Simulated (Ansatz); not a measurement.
# Ba on Ru(0001): change of the work function, part 2 of 3

Wanted: Δφ(θ) for Ba/Ru(0001), starting from the fcc site.

Ansatz 0.2.0; plane-wave DFT, PBE, Ansatz PAW.

So far, work function, upper face (eV): step 2 (the clean slab) 5.05.

## Step 3: Adsorbate added, k-mesh 4×4×1, coverage 0.111 ML

System of this step: Ba/Ru(0001). The cell holds 37 atoms: 36 Ru and 1 Ba. Cell: a = 8.100 Å, b = 8.100 Å, c = 27.757 Å, α = 90.0°, β = 90.0°, γ = 60.0°. Vacuum lies along c.

The clean slab as it ended is repeated in the plane and the adsorbate is set on one face; the cell's size fixes the coverage, and the k-mesh shrinks with it to keep the sampling density about even. Adsorbate and upper layers relax, since the dipole depends on the height.

File input.yaml:

```yaml
crystal:
  lattice:
    - [8.1, 0.0, 0.0]
    - [4.05, 7.0148057706, 0.0]
    - [0.0, 0.0, 27.7570671522]
  atoms:
    - { symbol: Ru, position: [0.2222222222, 0.2222222222, 0.324241749] }
    - { symbol: Ru, position: [0.0, 0.0, 0.4012815886] }
    - { symbol: Ru, position: [0.2222222222, 0.2222222222, 0.4790199439] }
    - { symbol: Ru, position: [0.0, 0.0, 0.5541402184] }
    - { symbol: Ru, position: [0.2222222222, 0.5555555556, 0.324241749] }
    - { symbol: Ru, position: [0.0, 0.3333333333, 0.4012815886] }
    - { symbol: Ru, position: [0.2222222222, 0.5555555556, 0.4790199439] }
    - { symbol: Ru, position: [0.0, 0.3333333333, 0.5541402184] }
    - { symbol: Ru, position: [0.2222222222, 0.8888888889, 0.324241749] }
    - { symbol: Ru, position: [0.0, 0.6666666667, 0.4012815886] }
    - { symbol: Ru, position: [0.2222222222, 0.8888888889, 0.4790199439] }
    - { symbol: Ru, position: [0.0, 0.6666666667, 0.5541402184] }
    - { symbol: Ru, position: [0.5555555556, 0.2222222222, 0.324241749] }
    - { symbol: Ru, position: [0.3333333333, 0.0, 0.4012815886] }
    - { symbol: Ru, position: [0.5555555556, 0.2222222222, 0.4790199439] }
    - { symbol: Ru, position: [0.3333333333, 0.0, 0.5541402184] }
    - { symbol: Ru, position: [0.5555555556, 0.5555555556, 0.324241749] }
    - { symbol: Ru, position: [0.3333333333, 0.3333333333, 0.4012815886] }
    - { symbol: Ru, position: [0.5555555556, 0.5555555556, 0.4790199439] }
    - { symbol: Ru, position: [0.3333333333, 0.3333333333, 0.5541402184] }
    - { symbol: Ru, position: [0.5555555556, 0.8888888889, 0.324241749] }
    - { symbol: Ru, position: [0.3333333333, 0.6666666667, 0.4012815886] }
    - { symbol: Ru, position: [0.5555555556, 0.8888888889, 0.4790199439] }
    - { symbol: Ru, position: [0.3333333333, 0.6666666667, 0.5541402184] }
    - { symbol: Ru, position: [0.8888888889, 0.2222222222, 0.324241749] }
    - { symbol: Ru, position: [0.6666666667, 0.0, 0.4012815886] }
    - { symbol: Ru, position: [0.8888888889, 0.2222222222, 0.4790199439] }
    - { symbol: Ru, position: [0.6666666667, 0.0, 0.5541402184] }
    - { symbol: Ru, position: [0.8888888889, 0.5555555556, 0.324241749] }
    - { symbol: Ru, position: [0.6666666667, 0.3333333333, 0.4012815886] }
    - { symbol: Ru, position: [0.8888888889, 0.5555555556, 0.4790199439] }
    - { symbol: Ru, position: [0.6666666667, 0.3333333333, 0.5541402184] }
    - { symbol: Ru, position: [0.8888888889, 0.8888888889, 0.324241749] }
    - { symbol: Ru, position: [0.6666666667, 0.6666666667, 0.4012815886] }
    - { symbol: Ru, position: [0.8888888889, 0.8888888889, 0.4790199439] }
    - { symbol: Ru, position: [0.6666666667, 0.6666666667, 0.5541402184] }
    - { symbol: Ba, position: [0.1111111111, 0.1111111111, 0.675758251] }
kpoints:
  mp_grid: { grid: [4, 4, 1] }
hamiltonian:
  xc: pbe
scf:
  occupations: { method: fermi_dirac, width: 0.1 }
  convergence: { dr2_threshold: 1.0e-08 }
efield:
  axis: 3
  dipole_correction: true
  ramp_position: 0.97
  ramp_width: 0.06
relax:
  f_tol: 0.02
  max_steps: 60
  constraints:
    - { sites: [0, 1, 4, 5, 8, 9, 12, 13, 16, 17, 20, 21, 24, 25, 28, 29, 32, 33] }
output:
  write_potential: true
  write_density: true
  volumetric_format: npy
```

Command:

```
$ ansatz run input.yaml --threads 4 --pin off --max-ram 16384MiB --backend cpu --events-out ev --progress --plain --runs-dir out
```

What it wrote:

```text
[...]
Crystal: 37 atoms, lattice volume = 1577.155 Å³
Basis set: ecut = 420 eV, 30927 PW (Γ), exchange–correlation on 120×120×384 points (8 copies of the dense FFT grid, shifted against one another)
Bands: 352, of which v1, the nominal top of the filled ones, is band 293 counted from 1 (292 counted from 0)
Symmetry: 6 space group operations
[...]
k-points: 4 of 16 (time reversal used)
[...]
SCF iter   1: F=—  HF=-217566.846798 eV  |F-HF|=—  |Δ(HF+E_count)|=         —  Δρ=1.53e-2  dr2=1.14e2  ethr=1.77e-3  p=1.296 e·Å  D=1.49e-1 V/Å  ΔV_dip=-4.13 eV  dr2_dipole=7.10e1  V_vac-E_F(+/−)=0.83/4.95 eV  ⟨swp⟩=7.8  Hψ=6080  notcnv=0
[...]
SCF iter  13: F=-217565.259323 eV  HF=-217565.259323 eV  |F-HF|=2.00e-8  |Δ(HF+E_count)|=   7.94e-8  Δρ=3.90e-7  dr2=6.45e-9  ethr=1.71e-12  p=1.000 e·Å  D=1.15e-1 V/Å  ΔV_dip=-3.18 eV  dr2_dipole=1.07e-9  V_vac-E_F(+/−)=1.89/5.08 eV  ⟨swp⟩=10.2  Hψ=9840  notcnv=0
SCF 1 converged in 13 iterations: F = -217565.259323 eV  dr2 = 6.45e-9
[...]
relax step   1: F+E_penalty+E_count = -217565.25932263 eV  Δ(F+E_penalty+E_count) = +0.000e0 eV  max|allowed force component| = 1.874e0 eV/Å  Δτ_max = 0.0000 Å  (13 SCF iters, accepted)
[...]
SCF iter   1: F=—  HF=-217565.656766 eV  |F-HF|=—  |Δ(HF+E_count)|=         —  Δρ=2.40e-3  dr2=7.51e-1  ethr=9.00e-5  p=1.000 e·Å  D=1.15e-1 V/Å  ΔV_dip=-3.18 eV  dr2_dipole=1.76e-1  V_vac-E_F(+/−)=1.91/5.09 eV  ⟨swp⟩=2.0  Hψ=5221  notcnv=0
[...]
eigensolver tolerance schedule calibrated: the retry pair's looser diagonalisation under-reported the residual by θ = 0.30 (0.19/decade); ethr = c·dr2/N_el runs at the constant in force after the calibration composes with the one it found (an armed cap, an earlier calibration), c = 2.7e-2
[...]
SCF iter   2: F=—  HF=-217565.633481 eV  |F-HF|=—  |Δ(HF+E_count)|=   2.33e-2  Δρ=8.86e-4  dr2=2.69e-2  ethr=3.40e-5  p=1.033 e·Å  D=1.18e-1 V/Å  ΔV_dip=-3.29 eV  dr2_dipole=2.67e-4  V_vac-E_F(+/−)=1.79/5.08 eV  ⟨swp⟩=2.8  Hψ=2246  notcnv=0
[...]
SCF iter  10: F=-217565.634883 eV  HF=-217565.634883 eV  |F-HF|=4.16e-9  |Δ(HF+E_count)|=   4.81e-8  Δρ=3.92e-7  dr2=6.67e-9  ethr=1.00e-12  p=1.045 e·Å  D=1.20e-1 V/Å  ΔV_dip=-3.33 eV  dr2_dipole=4.44e-10  V_vac-E_F(+/−)=1.75/5.08 eV  ⟨swp⟩=10.5  Hψ=10610  notcnv=0
SCF 2 converged in 10 iterations: F = -217565.634883 eV  dr2 = 6.67e-9
relax step   2: F+E_penalty+E_count = -217565.63488295 eV  Δ(F+E_penalty+E_count) = -3.756e-1 eV  max|allowed force component| = 1.722e0 eV/Å  Δτ_max = 0.1949 Å  (10 SCF iters, accepted)
SCF iter   1: F=—  HF=-217565.977991 eV  |F-HF|=—  |Δ(HF+E_count)|=         —  Δρ=3.26e-3  dr2=1.07e0  ethr=1.30e-3  p=1.045 e·Å  D=1.20e-1 V/Å  ΔV_dip=-3.33 eV  dr2_dipole=2.13e-1  V_vac-E_F(+/−)=1.77/5.10 eV  ⟨swp⟩=6.0  Hψ=3314  notcnv=0
[...]
SCF iter  10: F=-217565.945748 eV  HF=-217565.945748 eV  |F-HF|=8.91e-9  |Δ(HF+E_count)|=   1.00e-7  Δρ=5.62e-7  dr2=7.71e-9  ethr=1.71e-12  p=1.042 e·Å  D=1.20e-1 V/Å  ΔV_dip=-3.32 eV  dr2_dipole=4.73e-10  V_vac-E_F(+/−)=1.77/5.09 eV  ⟨swp⟩=7.5  Hψ=11296  notcnv=0
SCF 3 converged in 10 iterations: F = -217565.945748 eV  dr2 = 7.71e-9
relax step   3: F+E_penalty+E_count = -217565.94574799 eV  Δ(F+E_penalty+E_count) = -3.109e-1 eV  max|allowed force component| = 1.247e0 eV/Å  Δτ_max = 0.1958 Å  (10 SCF iters, accepted)
[...]
relax step   4: F+E_penalty+E_count = -217566.12483511 eV  Δ(F+E_penalty+E_count) = -1.791e-1 eV  max|allowed force component| = 5.141e-1 eV/Å  Δτ_max = 0.1950 Å  (10 SCF iters, accepted)
[...]
relax step   5: F+E_penalty+E_count = -217566.15617895 eV  Δ(F+E_penalty+E_count) = -3.134e-2 eV  max|allowed force component| = 1.990e-1 eV/Å  Δτ_max = 0.1157 Å  (10 SCF iters, accepted)
[...]
relax step   6: F+E_penalty+E_count = -217566.16368977 eV  Δ(F+E_penalty+E_count) = -7.511e-3 eV  max|allowed force component| = 1.123e-1 eV/Å  Δτ_max = 0.0335 Å  (9 SCF iters, accepted)
SCF iter   1: F=—  HF=-217566.163076 eV  |F-HF|=—  |Δ(HF+E_count)|=         —  Δρ=5.73e-4  dr2=4.61e-2  ethr=6.85e-5  p=0.935 e·Å  D=1.07e-1 V/Å  ΔV_dip=-2.98 eV  dr2_dipole=1.41e-2  V_vac-E_F(+/−)=2.12/5.10 eV  ⟨swp⟩=2.5  Hψ=2075  notcnv=0  defer=2
[...]
SCF iter   8: F=-217566.165280 eV  HF=-217566.165280 eV  |F-HF|=3.24e-8  |Δ(HF+E_count)|=   3.26e-8  Δρ=3.20e-7  dr2=2.14e-9  ethr=1.71e-12  p=0.944 e·Å  D=1.08e-1 V/Å  ΔV_dip=-3.01 eV  dr2_dipole=1.84e-10  V_vac-E_F(+/−)=2.09/5.10 eV  ⟨swp⟩=10.0  Hψ=10381  notcnv=0
SCF 7 converged in 8 iterations: F = -217566.165280 eV  dr2 = 2.14e-9
relax step   7: F+E_penalty+E_count = -217566.16527963 eV  Δ(F+E_penalty+E_count) = -1.590e-3 eV  max|allowed force component| = 9.873e-3 eV/Å  Δτ_max = 0.0172 Å  (8 SCF iters, accepted)
NSCF: frozen V_eff on 4 k-points
[...]
SCF converged after 8 iterations
Free energy (F): -217566.165280 eV
[...]
Internal energy: -217564.767306 eV  (E = F + TS)
E sigma→0 (E₀):  -217565.466293 eV
Entropy (-TS):   -1.397974 eV (-37.783 meV/atom)
Fermi energy:    5.217214 eV
Dipole field:    D = 0.108310 V/Å  (p = 0.944019 e·Å, saw-weighted, corrected)
Work function:   Φ+ = 2.0912 eV   Φ− = 5.0976 eV
[...]
--- Forces (eV/Å), atoms counted from 1 ---
  atom   1  Ru    -0.00464422    -0.00268134     0.44563890
  atom   2  Ru     0.01067626     0.00616394    -0.44094473
  atom   3  Ru    -0.00031968    -0.00018457    -0.00155132
  atom   4  Ru     0.00128432     0.00074150     0.00049265
  atom   5  Ru     0.00180257    -0.00104071     0.44056118
  atom   6  Ru    -0.00000000    -0.01232788    -0.44094473
  atom   7  Ru     0.00294280    -0.00169903    -0.00039148
  atom   8  Ru     0.00000000    -0.00148300     0.00049265
  atom   9  Ru     0.00000000     0.00536268     0.44563890
  atom  10  Ru     0.02811929    -0.01623468    -0.42693318
  atom  11  Ru     0.00000000     0.00036914    -0.00155132
  atom  12  Ru    -0.00134153     0.00077453     0.00212598
  atom  13  Ru     0.00000000     0.00208143     0.44056118
  atom  14  Ru    -0.01067626     0.00616394    -0.44094473
  atom  15  Ru     0.00000000     0.00339806    -0.00039148
  atom  16  Ru    -0.00128432     0.00074150     0.00049265
  atom  17  Ru    -0.00180257    -0.00104071     0.44056118
  atom  18  Ru     0.04071936     0.02350933    -0.44595715
  atom  19  Ru    -0.00294280    -0.00169903    -0.00039148
  atom  20  Ru     0.00108343     0.00062552     0.00156782
  atom  21  Ru     0.01302944    -0.00752255     0.42767283
  atom  22  Ru    -0.00000000    -0.04701867    -0.44595715
  atom  23  Ru    -0.00032908     0.00018999     0.00099970
  atom  24  Ru     0.00000000    -0.00125104     0.00156782
  atom  25  Ru     0.00464422    -0.00268134     0.44563890
  atom  26  Ru    -0.00000000     0.03246936    -0.42693318
  atom  27  Ru     0.00031968    -0.00018457    -0.00155132
  atom  28  Ru     0.00000000    -0.00154907     0.00212598
  atom  29  Ru     0.00000000     0.01504510     0.42767283
  atom  30  Ru    -0.04071936     0.02350933    -0.44595715
  atom  31  Ru     0.00000000    -0.00037999     0.00099970
  atom  32  Ru    -0.00108343     0.00062552     0.00156782
  atom  33  Ru    -0.01302944    -0.00752255     0.42767283
  atom  34  Ru    -0.02811929    -0.01623468    -0.42693318
  atom  35  Ru     0.00032908     0.00018999     0.00099970
  atom  36  Ru     0.00134153     0.00077453     0.00212598
  atom  37  Ba    -0.00000000    -0.00000000    -0.00987269
  max |Σ_I F_I| component: 2.91e-5 eV/Å
--- Band table (eV) ---
  k-point 0: bands = [... 289 lower, 5.4086, 5.5134, 5.5353, 5.5384, 5.5384, 5.5486, 5.5486, 5.5611, ... 55 higher]
  k-point 1: bands = [... 289 lower, 5.1279, 5.1536, 5.1671, 5.1735, 5.3031, 5.3298, 5.3717, 5.4295, ... 55 higher]
  k-point 2: bands = [... 289 lower, 4.9158, 4.9163, 4.9234, 5.2231, 5.2463, 5.3173, 5.3583, 5.4399, ... 55 higher]
  k-point 3: bands = [... 289 lower, 4.9179, 5.0145, 5.0552, 5.0767, 5.1542, 5.2473, 5.2671, 5.2787, ... 55 higher]
--- Relaxed structure (7 steps of the walk, 7 accepted, 0 SCFs on fresh bases) ---
  F+E_penalty+E_count = -217566.16527963 eV   max|allowed force component| = 9.873e-3 eV/Å
  atoms:
    - { symbol: Ru, position: [0.222222, 0.222222, 0.324241749] }
    - { symbol: Ru, position: [1.111110e-11, 1.111110e-11, 0.4012815886] }
    - { symbol: Ru, position: [0.222315, 0.222315, 0.478510] }
    - { symbol: Ru, position: [-0.0022586, -0.0022586, 0.554127] }
    - { symbol: Ru, position: [0.222222, 0.555556, 0.324241749] }
    - { symbol: Ru, position: [1.111114e-11, 0.333333, 0.4012815886] }
    - { symbol: Ru, position: [0.222109, 0.555612, 0.479046] }
    - { symbol: Ru, position: [-0.0022586, 0.337851, 0.554127] }
    - { symbol: Ru, position: [0.222222, 0.888889, 0.324241749] }
    - { symbol: Ru, position: [-2.222217e-11, 0.666667, 0.4012815886] }
    - { symbol: Ru, position: [0.222315, 0.888703, 0.478510] }
    - { symbol: Ru, position: [0.000485201, 0.666424, 0.554359] }
    - { symbol: Ru, position: [0.555556, 0.222222, 0.324241749] }
    - { symbol: Ru, position: [0.333333, 1.111110e-11, 0.4012815886] }
    - { symbol: Ru, position: [0.555612, 0.222109, 0.479046] }
    - { symbol: Ru, position: [0.337851, -0.0022586, 0.554127] }
    - { symbol: Ru, position: [0.555556, 0.555556, 0.324241749] }
    - { symbol: Ru, position: [0.333333, 0.333333, 0.4012815886] }
    - { symbol: Ru, position: [0.555612, 0.555612, 0.479046] }
    - { symbol: Ru, position: [0.333269, 0.333269, 0.554626] }
    - { symbol: Ru, position: [0.555556, 0.888889, 0.324241749] }
    - { symbol: Ru, position: [0.333333, 0.666667, 0.4012815886] }
    - { symbol: Ru, position: [0.555380, 0.888977, 0.478538] }
    - { symbol: Ru, position: [0.333269, 0.666795, 0.554626] }
    - { symbol: Ru, position: [0.888889, 0.222222, 0.324241749] }
    - { symbol: Ru, position: [0.666667, -2.222223e-11, 0.4012815886] }
    - { symbol: Ru, position: [0.888703, 0.222315, 0.478510] }
    - { symbol: Ru, position: [0.666424, 0.000485201, 0.554359] }
    - { symbol: Ru, position: [0.888889, 0.555556, 0.324241749] }
    - { symbol: Ru, position: [0.666667, 0.333333, 0.4012815886] }
    - { symbol: Ru, position: [0.888977, 0.555380, 0.478538] }
    - { symbol: Ru, position: [0.666795, 0.333269, 0.554626] }
    - { symbol: Ru, position: [0.888889, 0.888889, 0.324241749] }
    - { symbol: Ru, position: [0.666667, 0.666667, 0.4012815886] }
    - { symbol: Ru, position: [0.888977, 0.888977, 0.478538] }
    - { symbol: Ru, position: [0.666424, 0.666424, 0.554359] }
    - { symbol: Ba, position: [0.111111, 0.111111, 0.649902] }
```

Run time: 17 min. Hardware: 4 threads of Arm Neoverse V1, shared host; peak memory 9.3 GiB; 48 min of CPU time.

Relaxation path:

```
step  energy less that of the first step (eV)  largest force component (eV/Å)
   1                                   0.0000                          1.8744
   2                                  -0.3756                          1.7223
   3                                  -0.6864                          1.2472
   4                                  -0.8655                          0.5141
   5                                  -0.8969                          0.1990
   6                                  -0.9044                          0.1123
   7                                  -0.9060                          0.0099
```

The run keeps the 6 symmetry operations that the program found, so distortions that break them were not tested.

The atoms that moved most (Å):

```
atom      dx      dy      dz  length
Ba37   0.000   0.000  -0.718   0.718
 Ru4  -0.027  -0.016   0.000   0.032
Ru16   0.027  -0.016   0.000   0.032
 Ru8   0.000   0.032   0.000   0.032
Ru11   0.000  -0.001  -0.014   0.014
 Ru3   0.001   0.001  -0.014   0.014
Ru27  -0.001   0.001  -0.014   0.014
Ru32   0.001   0.000   0.013   0.014
```

The relaxed structure:

```xyz
37
Lattice="8.1000 0.0000 0.0000 4.0500 7.0148 0.0000 0.0000 0.0000 27.7571" Properties=species:S:1:pos:R:3
Ru    2.7000    1.5588    9.0000
Ru    0.0000    0.0000   11.1384
Ru    2.7011    1.5595   13.2820
Ru   -0.0274   -0.0158   15.3809
Ru    4.0500    3.8971    9.0000
Ru    1.3500    2.3383   11.1384
Ru    4.0493    3.8975   13.2969
Ru    1.3500    2.3700   15.3809
Ru    5.4000    6.2354    9.0000
Ru    2.7000    4.6765   11.1384
Ru    5.4000    6.2341   13.2820
Ru    2.7029    4.6748   15.3874
Ru    5.4000    1.5588    9.0000
Ru    2.7000    0.0000   11.1384
Ru    5.4000    1.5581   13.2969
Ru    2.7274   -0.0158   15.3809
Ru    6.7500    3.8971    9.0000
Ru    4.0500    2.3383   11.1384
Ru    6.7507    3.8975   13.2969
Ru    4.0492    2.3378   15.3948
Ru    8.1000    6.2354    9.0000
Ru    5.4000    4.6765   11.1384
Ru    8.0989    6.2360   13.2828
Ru    5.4000    4.6774   15.3948
Ru    8.1000    1.5588    9.0000
Ru    5.4000    0.0000   11.1384
Ru    8.0989    1.5595   13.2820
Ru    5.4000    0.0034   15.3874
Ru    9.4500    3.8971    9.0000
Ru    6.7500    2.3383   11.1384
Ru    9.4500    3.8959   13.2828
Ru    6.7508    2.3378   15.3948
Ru   10.8000    6.2354    9.0000
Ru    8.1000    4.6765   11.1384
Ru   10.8011    6.2360   13.2828
Ru    8.0971    4.6748   15.3874
Ba    1.3500    0.7794   18.0394
```

This step gave:

```yaml
energy_at_zero_smearing: -217565.4663 eV
work_function_upper_face: 2.091 eV
work_function_lower_face: 5.098 eV
dipole_along_the_normal: 0.9440 e·Å
step_between_the_vacuum_levels: -3.006 eV
```

Running mean over 2.138 Å of the planar mean; the ramp of the sawtooth is left out. The electron's electrostatic potential energy less the Fermi level by z:

```
z (Å)  electron's electrostatic potential energy less the Fermi level (eV)
    4                                                                 5.10
    5                                                                 5.09
    6                                                                 5.01
    7                                                                 3.96
    8                                                                -6.25
    9                                                                -14.2
   10                                                                -14.7
   11                                                                -14.8
   12                                                                -14.7
   13                                                                -14.9
   14                                                                -15.2
   15                                                                -14.8
   16                                                                -11.6
   17                                                               -0.130
   18                                                                0.794
   19                                                                0.957
   20                                                                 1.84
   21                                                                 2.05
   22                                                                 2.08
   23                                                                 2.09
   24                                                                 2.09
```

The relaxation took 7 steps and lowered the energy by 0.91 eV; the largest force on the free atoms ends at 0.0099 eV/Å.

The covered face has 2.09 eV, -2.95 eV against the clean one; the bare back face has moved by +0.02 eV, a measure of how thin the slab is.

[end of part 2 of 3]

[Long decimals in the printed logs are rounded to 6 places.]

[Logs are printed without paths, hosts, clocks, repeated set-up lines and the standing remarks that a program may print on its own settings, such as how far it seeks lower states.]

[Hosts, paths, dates, database ids (printed as entryN), source tags and the programs' standing remarks are cut or masked in the printed files.]

[Maps of the electrostatic potential energy from Ansatz leave out the sawtooth potential of an applied field or a dipole correction, so their vacuum need not be flat; planar profiles and work functions include it.]
